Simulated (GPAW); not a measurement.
**STM contrast on Cl/Ag(111)**

Wanted: filled- and empty-state images of Cl/Ag(111), with its work function.

Main program and level: GPAW 26.7.0; GPAW, PAW setups; slab in vacuum, relaxation, in the first sound run; inputs show where later runs differ.

## (1) Starting point

The cell holds 5 atoms: 4 Ag and 1 Cl. Its edges and angles: a = 2.892 Å, b = 2.892 Å, c = 23.004 Å, α = 90.0°, β = 90.0°, γ = 60.0°. Vacuum lies along c.

## (2) Relaxing the atoms

The atoms are relaxed first, since the surface dipole, and with it the work function, follows the positions of the outer layers. The lowest 2 atoms are held at bulk positions and keep their forces.

run.py

```python
import json
import numpy as np
from ase import Atoms
from ase.constraints import FixAtoms
from ase.optimize import BFGS
from gpaw import GPAW, PW

slab = Atoms(
    ['Ag', 'Ag', 'Ag', 'Ag', 'Cl'],
    positions=[
        [0.00000, 0.00000, 7.00000],
        [1.44603, 0.83487, 9.36136],
        [2.89207, 1.66974, 11.72273],
        [0.00000, 0.00000, 14.08409],
        [1.44603, 0.83487, 16.00357]],
    cell=[[2.89207, 0.0, 0.0], [1.44603, 2.5046, 0.0], [0.0, 0.0, 23.00357]],
    pbc=[True, True, False])

slab.calc = GPAW(mode=PW(400), xc='PBE', kpts={'size': (12, 12, 1), 'gamma': True},
                 occupations={'name': 'fermi-dirac', 'width': 0.1}, nbands='160%',
                 convergence={'density': 1e-05}, maxiter=200,
                 poissonsolver={'dipolelayer': 'xy'},
                 symmetry={'tolerance': 1e-3, 'extra_ids': [1, 1, 0, 0, 0]}, txt='slab.txt')
result = {}
slab.set_constraint(FixAtoms([0, 1]))
path = []
opt = BFGS(slab, maxstep=0.2)
opt.attach(lambda: path.append((slab.get_potential_energy(), slab.positions.tolist(), slab.get_forces().tolist())))
result['relaxed'] = bool(opt.run(fmax=0.03, steps=40))
result['path'] = path
energy = slab.get_potential_energy()
fermi = slab.calc.get_fermi_level()
v = slab.calc.get_electrostatic_potential().mean((0, 1)) - fermi
n = slab.calc.get_pseudo_density().mean((0, 1))
L = slab.cell[2, 2]
z = np.arange(len(v)) * L / len(v)
low, high = slab.positions[:, 2].min(), slab.positions[:, 2].max()
below, above = np.interp([low - 4.8, high + 4.8], z, v)
slopes = [np.interp(x, z, np.gradient(v, z)) for x in (low - 4.8, high + 4.8)]
eps = np.array([[slab.calc.get_eigenvalues(k, s) for k in range(len(slab.calc.get_ibz_k_points()))]
                for s in range(slab.calc.get_number_of_spins())]) - fermi
top, bottom = eps[eps < 0].max(), eps[eps > 0].min()
dipole = slab.get_dipole_moment()[2]
print(f'energy {energy:.4f} eV, Fermi level {fermi:.4f} eV, dipole {dipole:.5f} e A')
print(f'potential 4.8 A off the faces, from the Fermi level: lower {below:.4f} eV, upper {above:.4f} eV')
print(f'slope of the potential there: lower {slopes[0]:.5f}, upper {slopes[1]:.5f} eV/A')
print(f'nearest levels on the mesh: {top:.4f} and {bottom:.4f} eV')
print('magnetic moment', round(slab.get_magnetic_moment(), 3))
result.update(energy=energy, fermi=fermi, dipole=dipole, below=below, above=above, slopes=slopes, edges=[top, bottom],
              z=z.tolist(), v=v.tolist(), n=n.tolist(), positions=slab.positions.tolist(),
              forces=slab.get_forces(apply_constraint=False).tolist(), moments=slab.get_magnetic_moments().tolist())
json.dump(result, open('result.json', 'w'))
```

Command:

```
OMP_NUM_THREADS=1 OPENBLAS_NUM_THREADS=1 python run.py
```

Log:

```text
Step          Energy          fmax
BFGS:    0      -12.263344        1.274360
BFGS:    1      -12.300890        1.053174
BFGS:    2      -12.378944        0.390066
BFGS:    3      -12.386750        0.257985
BFGS:    4      -12.391659        0.283126
BFGS:    5      -12.396603        0.303854
BFGS:    6      -12.400689        0.246913
BFGS:    7      -12.403096        0.157745
BFGS:    8      -12.404684        0.199204
BFGS:    9      -12.406144        0.222119
BFGS:   10      -12.408676        0.222888
BFGS:   11      -12.413931        0.191019
BFGS:   12      -12.420327        0.164670
BFGS:   13      -12.424190        0.097536
BFGS:   14      -12.425106        0.029801
energy -12.3855 eV, Fermi level 1.2978 eV, dipole -0.07420 e A
potential 4.8 A off the faces, from the Fermi level: lower 4.4910 eV, upper 6.3493 eV
slope of the potential there: lower -0.00076, upper 0.00017 eV/A
nearest levels on the mesh: -0.0234 and 0.0017 eV
magnetic moment 0.0
```

Wall time 19 min (1 thread of Arm Neoverse V2, shared host); peak memory 0.23 GiB.

Relaxation path:

| step | energy less that of the first step (eV) | largest force (eV/Å) |
| --- | --- | --- |
| 1 | 0.0000 | 1.2744 |
| 2 | -0.0374 | 1.0532 |
| 3 | -0.1147 | 0.3901 |
| 4 | -0.1223 | 0.2580 |
| 5 | -0.1270 | 0.2831 |
| 6 | -0.1318 | 0.3039 |
| 7 | -0.1357 | 0.2469 |
| 8 | -0.1380 | 0.1577 |
| 9 | -0.1396 | 0.1992 |
| 10 | -0.1409 | 0.2221 |
| 11 | -0.1433 | 0.2229 |
| 12 | -0.1482 | 0.1910 |
| 13 | -0.1541 | 0.1647 |
| 14 | -0.1577 | 0.0975 |
| 15 | -0.1586 | 0.0298 |

The atoms that moved most (Å):

| atom | dx | dy | dz | length |
| --- | --- | --- | --- | --- |
| Cl5 | 0.000 | 0.000 | 0.381 | 0.381 |
| Ag4 | 0.000 | 0.000 | 0.087 | 0.087 |
| Ag3 | 0.000 | 0.000 | 0.057 | 0.057 |

The relaxed structure:

```xyz
5
Lattice="2.8921 0.0000 0.0000 1.4460 2.5046 0.0000 0.0000 0.0000 23.0036" Properties=species:S:1:pos:R:3
Ag    0.0000    0.0000    7.0000
Ag    1.4460    0.8349    9.3614
Ag    2.8921    1.6697   11.7798
Ag    0.0000    0.0000   14.1711
Cl    1.4460    0.8349   16.3841
```

Numbers from this step:

| Item | Value |
| --- | --- |
| dipole along the normal | -0.07420 e·Å |
| levels nearest the Fermi level on the mesh | -0.02341, 0.001747 eV from the Fermi level |
| upper work function | 6.349 eV |
| lower work function | 4.491 eV |

Electrostatic potential energy of an electron (without an applied field's), less the Fermi level, planar mean against z:

| z (Å) | electrostatic potential energy of an electron (without an applied field's), less the Fermi level, planar mean (eV) |
| --- | --- |
| 0.0 | 5.42 |
| 0.5 | 4.49 |
| 1.0 | 4.49 |
| 1.5 | 4.49 |
| 2.0 | 4.49 |
| 2.5 | 4.49 |
| 3.0 | 4.49 |
| 3.5 | 4.48 |
| 4.0 | 4.47 |
| 4.5 | 4.41 |
| 5.0 | 4.22 |
| 5.5 | 3.53 |
| 6.0 | 0.922 |
| 6.5 | -8.87 |
| 7.0 | -20.5 |
| 7.5 | -8.92 |
| 8.0 | 0.247 |
| 8.5 | -1.20 |
| 9.0 | -13.5 |
| 9.5 | -19.4 |
| 10.0 | -5.16 |
| 10.5 | 0.981 |
| 11.0 | -2.26 |
| 11.5 | -16.0 |
| 12.0 | -17.5 |
| 12.5 | -3.31 |
| 13.0 | 1.10 |
| 13.5 | -4.29 |
| 14.0 | -18.6 |
| 14.5 | -14.5 |
| 15.0 | -1.33 |
| 15.5 | 1.28 |
| 16.0 | -9.34 |
| 16.5 | -20.3 |
| 17.0 | -1.09 |
| 17.5 | 5.01 |
| 18.0 | 6.11 |
| 18.5 | 6.31 |
| 19.0 | 6.34 |
| 19.5 | 6.35 |
| 20.0 | 6.35 |
| 20.5 | 6.35 |
| 21.0 | 6.35 |
| 21.5 | 6.35 |
| 22.0 | 6.35 |
| 22.5 | 6.35 |

The pseudo valence density, planar mean oscillates, so the rows of the table below give means over windows of 2.34 Å about each position, cut where the curve ends. Its maxima inside the range that stand out by 2 % of the span (Å: e/Å³): 7.0: 2.56, 9.4: 2.57, 11.7: 2.52, 14.3: 2.45, 16.2: 0.632. Its minima: 8.1: 0.199, 10.6: 0.182, 13.0: 0.186, 15.3: 0.212.

The pseudo valence density, planar mean by z; means over each step:

| z (Å) | pseudo valence density, planar mean (e/Å³) |
| --- | --- |
| 1.17 | 0 |
| 3.51 | 7.2e-4 |
| 5.85 | 0.522 |
| 8.19 | 0.981 |
| 10.53 | 0.922 |
| 12.87 | 0.953 |
| 15.21 | 0.837 |
| 17.55 | 0.209 |
| 19.89 | 1.7e-4 |

The relaxation lowered the energy of the cell by 0.159 eV (energies extrapolated to zero smearing; the optimiser's log prints free energies). The largest force left on a free atom is 0.030 eV/Å.

## (3) The slab's potential

The work function is the vacuum plateau of the electrostatic potential less the Fermi level; a dipole layer lets the two faces have plateaus of their own.

This step: GPAW, PAW setups; slab in vacuum (GPAW 26.7.0).

Edit run.py of step 2 so:

```diff
@@ -3,4 +3,3 @@
 from ase import Atoms
-from ase.constraints import FixAtoms
-from ase.optimize import BFGS
+from ase.dft.stm import STM
 from gpaw import GPAW, PW
@@ -12,5 +11,5 @@
         [1.44603, 0.83487, 9.36136],
-        [2.89207, 1.66974, 11.72273],
-        [0.00000, 0.00000, 14.08409],
-        [1.44603, 0.83487, 16.00357]],
+        [2.89207, 1.66974, 11.77981],
+        [0.00000, 0.00000, 14.17110],
+        [1.44603, 0.83487, 16.38413]],
     cell=[[2.89207, 0.0, 0.0], [1.44603, 2.5046, 0.0], [0.0, 0.0, 23.00357]],
@@ -22,10 +21,4 @@
                  poissonsolver={'dipolelayer': 'xy'},
-                 symmetry={'tolerance': 1e-3, 'extra_ids': [1, 1, 0, 0, 0]}, txt='slab.txt')
+                 symmetry={'tolerance': 1e-3}, txt='slab.txt')
 result = {}
-slab.set_constraint(FixAtoms([0, 1]))
-path = []
-opt = BFGS(slab, maxstep=0.2)
-opt.attach(lambda: path.append((slab.get_potential_energy(), slab.positions.tolist(), slab.get_forces().tolist())))
-result['relaxed'] = bool(opt.run(fmax=0.03, steps=40))
-result['path'] = path
 energy = slab.get_potential_energy()
@@ -51,2 +44,16 @@
               forces=slab.get_forces(apply_constraint=False).tolist(), moments=slab.get_magnetic_moments().tolist())
+
+# Images need the states of the whole zone, up to time reversal
+slab.calc = slab.calc.fixed_density(symmetry={'point_group': False}, txt='states.txt', nbands='280%',
+                                    convergence={'bands': 'CBM+2.3'})
+stm = STM(slab)
+result['stm'] = []
+for bias in [-1.5, 2.0]:
+    height = high + 3.5
+    current = stm.get_averaged_current(bias, height)
+    x, y, h = stm.scan(bias, current)
+    i, f = divmod(height / L * stm.ldos.shape[2], 1)
+    I = abs((1 - f) * stm.ldos[:, :, int(i)] + f * stm.ldos[:, :, int(i) + 1])
+    print(f'bias {bias} V: mean current at 3.5 A {current:.4e}, corrugation {np.ptp(h):.4f} A')
+    result['stm'].append(dict(bias=bias, current=current, h=(h - high).tolist(), I=I.tolist()))
 json.dump(result, open('result.json', 'w'))
```

Log:

```text
energy -12.3855 eV, Fermi level 1.2977 eV, dipole -0.07428 e A
potential 4.8 A off the faces, from the Fermi level: lower 4.4911 eV, upper 6.3496 eV
slope of the potential there: lower -0.00071, upper 0.00021 eV/A
nearest levels on the mesh: -0.0234 and 0.0017 eV
magnetic moment 0.0
bias -1.5 V: mean current at 3.5 A 3.6644e-06, corrugation 0.1358 A
bias 2.0 V: mean current at 3.5 A 4.0606e-06, corrugation 0.1706 A
```

Wall time 6 min (1 thread); peak memory 0.7 GiB.

Numbers from this step:

```
dipole along the normal                    : -0.07428 e·Å
levels nearest the Fermi level on the mesh : -0.02337, 0.001705 eV from the Fermi level
upper work function                        : 6.350 eV
corrugation -1.5                           : 0.1358 Å
corrugation 2                              : 0.1706 Å
```

The electrostatic potential energy of an electron (without an applied field's), less the Fermi level, planar mean oscillates, so the rows of the table below give means over windows of 2.34 Å about each position, cut where the curve ends. Its maxima inside the range that stand out by 2 % of the span (Å: eV): 8.2: 0.783, 10.5: 1.09, 13.0: 1.12, 15.3: 1.55, 22.5: 6.35. Its minima: 7.0: -20.6, 9.4: -20.8, 11.8: -20.6, 14.2: -20.7, 16.4: -22.2.

Electrostatic potential energy of an electron (without an applied field's), less the Fermi level, planar mean against z; means over each step:

z (Å), electrostatic potential energy of an electron (without an applied field's), less the Fermi level, planar mean (eV) and a bar from the least value:
```
     1.17        4.6 ##########################
     3.51        4.5 ##########################
     5.85       -2.3 ############
     8.19       -8.0 #
    10.53       -7.5 ##
    12.87       -7.7 #
    15.21       -8.4 
    17.55        0.5 ##################
    19.89        6.3 ##############################
    22.23        6.3 ##############################
```

The pseudo valence density, planar mean oscillates, so the rows of the table below give means over windows of 2.34 Å about each position, cut where the curve ends. Its maxima inside the range that stand out by 2 % of the span (Å: e/Å³): 7.0: 2.56, 9.4: 2.57, 11.7: 2.52, 14.3: 2.45, 16.2: 0.632. Its minima: 8.1: 0.199, 10.6: 0.182, 13.0: 0.186, 15.3: 0.212.

The pseudo valence density, planar mean by z; means over each step:

z (Å), pseudo valence density, planar mean (e/Å³) and a bar:
```
     1.17       0.00 
     3.51       0.00 
     5.85       0.52 ################
     8.19       0.98 ##############################
    10.53       0.92 ############################
    12.87       0.95 #############################
    15.21       0.84 ##########################
    17.55       0.21 ######
    19.89       0.00
```

Tip height over the top atom over a1 and a2. Sample bias -1.5 V, constant current at the mean current 3.5 Å over the top atom.

Ten even steps from '_' (3.44 Å) to '@' (3.58 Å):
```
..........::::::::::::......
..............______........
..::::......____________....
----------::..__________..::
==++++++++==::____________::
==**######**==::__________::
==**%%%%%%%%**==::________::
==**%%@@@@@@%%**==::..__..::
==**%%@@@@@@@@%%**==::....::
--++##%%@@@@@@%%##++--......
..--++##%%@@@@%%##++--......
..::--++##%%%%%%##++--::....
....::--++********++--::....
........--==========--......
```
Columns: a1 from 0 to 0.929; rows upwards: a2 from 0 to 0.929.

Local density of states summed over the bias window over a1 and a2. Sample bias -1.5 V, constant height 3.5 Å over the top atom.

Values in units of 1e-6 arbitrary, 14 rows by 14 columns:
```
3.3 3.3 3.3 3.3 3.4 3.5 3.5 3.5 3.5 3.5 3.5 3.4 3.3 3.3
3.3 3.4 3.3 3.3 3.4 3.4 3.3 3.3 3.3 3.3 3.3 3.4 3.4 3.3
3.4 3.4 3.4 3.4 3.4 3.4 3.3 3.2 3.2 3.2 3.2 3.3 3.4 3.4
3.5 3.6 3.6 3.6 3.5 3.5 3.3 3.2 3.2 3.2 3.2 3.2 3.3 3.5
3.7 3.8 3.9 3.9 3.8 3.7 3.5 3.3 3.2 3.2 3.2 3.2 3.3 3.5
3.7 4.0 4.1 4.2 4.1 4.0 3.7 3.5 3.3 3.2 3.2 3.2 3.3 3.5
3.8 4.1 4.3 4.5 4.5 4.3 4.1 3.8 3.5 3.3 3.2 3.2 3.3 3.5
3.7 4.1 4.4 4.6 4.7 4.6 4.4 4.1 3.7 3.5 3.3 3.3 3.3 3.5
3.7 4.0 4.3 4.6 4.8 4.8 4.6 4.3 4.0 3.7 3.5 3.4 3.4 3.5
3.5 3.8 4.1 4.5 4.7 4.8 4.7 4.5 4.1 3.8 3.5 3.4 3.4 3.4
3.4 3.6 3.9 4.2 4.5 4.6 4.6 4.5 4.2 3.9 3.6 3.4 3.3 3.3
3.3 3.4 3.6 3.9 4.1 4.3 4.4 4.3 4.1 3.9 3.6 3.4 3.3 3.3
3.3 3.4 3.4 3.6 3.8 4.0 4.1 4.1 4.0 3.8 3.6 3.4 3.4 3.3
3.4 3.3 3.3 3.4 3.5 3.7 3.7 3.8 3.7 3.7 3.5 3.4 3.3 3.3
```
Columns: a1 from 0 to 0.929; rows upwards: a2 from 0 to 0.929.

Tip height over the top atom over a1 and a2. Sample bias 2 V, constant current at the mean current 3.5 Å over the top atom.

Values in Å, 14 rows by 14 columns:
```
3.45 3.45 3.45 3.45 3.46 3.47 3.48 3.48 3.48 3.48 3.47 3.46 3.45 3.45
3.46 3.46 3.46 3.45 3.45 3.45 3.46 3.45 3.45 3.45 3.46 3.45 3.45 3.45
3.47 3.48 3.48 3.47 3.46 3.45 3.45 3.44 3.43 3.43 3.44 3.45 3.45 3.46
3.49 3.50 3.50 3.50 3.49 3.47 3.46 3.44 3.42 3.42 3.42 3.44 3.46 3.47
3.50 3.52 3.53 3.53 3.52 3.50 3.48 3.45 3.43 3.42 3.42 3.43 3.45 3.48
3.51 3.54 3.55 3.56 3.55 3.54 3.51 3.48 3.45 3.43 3.42 3.43 3.45 3.48
3.51 3.54 3.56 3.58 3.58 3.56 3.54 3.51 3.48 3.45 3.44 3.44 3.45 3.48
3.51 3.54 3.57 3.58 3.58 3.58 3.57 3.54 3.51 3.48 3.46 3.45 3.46 3.48
3.50 3.54 3.56 3.58 3.59 3.59 3.58 3.56 3.54 3.50 3.47 3.45 3.45 3.47
3.49 3.52 3.55 3.58 3.58 3.59 3.58 3.58 3.55 3.52 3.49 3.46 3.45 3.46
3.47 3.50 3.53 3.56 3.58 3.58 3.58 3.58 3.56 3.53 3.50 3.47 3.45 3.45
3.46 3.48 3.50 3.53 3.55 3.56 3.57 3.56 3.55 3.53 3.50 3.48 3.46 3.45
3.45 3.46 3.48 3.50 3.52 3.54 3.54 3.54 3.54 3.52 3.50 3.48 3.46 3.45
3.45 3.45 3.46 3.47 3.49 3.50 3.51 3.51 3.51 3.50 3.49 3.47 3.46 3.45
```
Columns: a1 from 0 to 0.929; rows upwards: a2 from 0 to 0.929.

Local density of states summed over the bias window over a1 and a2. Sample bias 2 V, constant height 3.5 Å over the top atom.

Values in units of 1e-6 arbitrary, 14 rows by 14 columns:
```
3.7 3.7 3.7 3.7 3.7 3.8 3.9 3.9 3.9 3.9 3.8 3.7 3.7 3.7
3.7 3.7 3.7 3.7 3.6 3.6 3.7 3.7 3.6 3.7 3.7 3.6 3.6 3.7
3.8 3.9 3.9 3.8 3.7 3.6 3.6 3.5 3.5 3.5 3.5 3.6 3.6 3.7
3.9 4.0 4.1 4.0 3.9 3.8 3.7 3.5 3.4 3.3 3.4 3.5 3.7 3.8
4.1 4.2 4.3 4.3 4.2 4.1 3.9 3.7 3.5 3.3 3.3 3.5 3.7 3.9
4.1 4.4 4.6 4.7 4.6 4.4 4.1 3.9 3.6 3.5 3.4 3.5 3.6 3.9
4.2 4.5 4.9 5.0 5.0 4.9 4.5 4.2 3.9 3.7 3.5 3.5 3.7 3.9
4.1 4.5 4.9 5.2 5.3 5.2 4.9 4.5 4.1 3.9 3.7 3.6 3.7 3.9
4.1 4.4 4.9 5.2 5.3 5.3 5.2 4.9 4.4 4.1 3.8 3.6 3.6 3.8
3.9 4.2 4.6 5.0 5.3 5.3 5.3 5.0 4.6 4.2 3.9 3.7 3.6 3.7
3.8 4.0 4.3 4.7 5.0 5.2 5.2 5.0 4.7 4.3 4.0 3.8 3.7 3.7
3.7 3.9 4.1 4.3 4.6 4.9 4.9 4.9 4.6 4.3 4.1 3.9 3.7 3.7
3.7 3.7 3.9 4.0 4.2 4.4 4.5 4.5 4.4 4.2 4.0 3.9 3.7 3.7
3.6 3.7 3.7 3.8 3.9 4.1 4.1 4.2 4.1 4.1 3.9 3.8 3.7 3.7
```
Columns: a1 from 0 to 0.929; rows upwards: a2 from 0 to 0.929.

Force by atom:

| atom | x (eV/Å) | y (eV/Å) | z (eV/Å) | size |
| --- | --- | --- | --- | --- |
| Ag1 | 0.000 | 0.000 | -0.144 | 0.144 |
| Ag2 | 0.000 | 0.000 | 0.153 | 0.153 |
| Ag3 | 0.000 | 0.000 | 0.005 | 0.005 |
| Ag4 | 0.000 | 0.000 | -0.030 | 0.030 |
| Cl5 | 0.000 | 0.000 | 0.014 | 0.014 |

The potential is flat to 7.1e-4 eV/Å where it is read, so the vacuum is wide enough.

## (4) Summary of results

| Quantity | Value |
| --- | --- |
| work function, upper and lower face | 6.350 and 4.491 eV |
| dipole along the normal | -0.0743 e Å |
| corrugation at -1.5 V | 0.136 Å |
| corrugation at 2 V | 0.171 Å |

**Reading.** The corrugation at constant current is largest at 2 V, where the tip height varies by 0.17 Å over the cell. Negative sample bias images filled states, positive bias empty ones. The two faces differ by 1.9 eV, the step that the slab's dipole makes (e p/(ε0 A) gives 1.9 eV), so the dipole layer is needed. The images are of Tersoff-Hamann type: an s-wave tip, no tip-sample forces, heights closer than in a microscope. The cell of 7.24 Å² holds one Cl, started on one chosen site; other sites and coverages weren't tried. The in-plane lattice was kept as typed, which isn't the functional's own and leaves some strain; spin-orbit coupling and temperature are left out.

[Logs are printed without paths, hosts, clocks, repeated set-up lines and the standing remarks that a program may print on its own settings, such as how far it seeks lower states.]

[Hosts, paths, dates, database ids (printed as entryN), source tags and the programs' standing remarks are cut or masked in the printed files.]
